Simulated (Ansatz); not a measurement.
The crystal is CsPbBr3 (Pm-3m).

```xyz
5
Lattice="5.8700 0.0000 0.0000 0.0000 5.8700 0.0000 0.0000 0.0000 5.8700" Properties=species:S:1:pos:R:3 pbc="T T T"
Cs    0.0000    0.0000    0.0000
Pb    2.9350    2.9350    2.9350
Br    0.0000    2.9350    2.9350
Br    2.9350    0.0000    2.9350
Br    2.9350    2.9350    0.0000
```

The cell and positions come from the Crystallography Open Database and are kept as given unless a step says otherwise. Spin-orbit coupling is left out unless a run names it.

Gaps computed with Ansatz 0.2.0 without a self-energy: PBE 1.52 eV, PBE+SOC 0.30 eV and HSE06 2.11 eV.

Estimate the G0W0@PBE gap with 4×4×4 mesh, 2629 empty bands, screening to 320 eV, hard PAW files.

About 2.69 eV: on its mesh the run moves the gap from 1.53 eV by +1.16 eV. Among the scalar-relativistic levels given, HSE06 is nearest (−0.58 eV). Spin-orbit coupling is not in that value; its −1.22 eV at the PBE level would bring it to about 1.46 eV. Bands and cutoff are finite, so the gap is not at the basis limit. The miss can reach some tenths of an eV and take either sign; the mesh is an error of its own. Where an edge is built on 6p states of lead, bismuth or thallium, scalar-relativistic gaps usually stand too wide, by a few tenths to over one eV. This is the ideal cubic cell; many perovskites, halides above all, are cubic only on average, and local tilts or off-centring can widen the gap. The many-body steps are scalar-relativistic: spin-orbit coupling is not in them.

[Paths, hosts, dates, memory and timing lines, banners, echoed tables and standing remarks are left out of the program output.]

[Logs are printed without paths, hosts, clocks, repeated set-up lines and the standing remarks that a program may print on its own settings, such as how far it seeks lower states.]

[Runs of the session that timed out or met a known fault of the program may be left out.]

[Cells called generated may have been cut or substituted from an entry of the Crystallography Open Database or the Materials Project.]

[Hosts, paths, dates, database ids (printed as entryN), source tags and the programs' standing remarks are cut or masked in the printed files.]
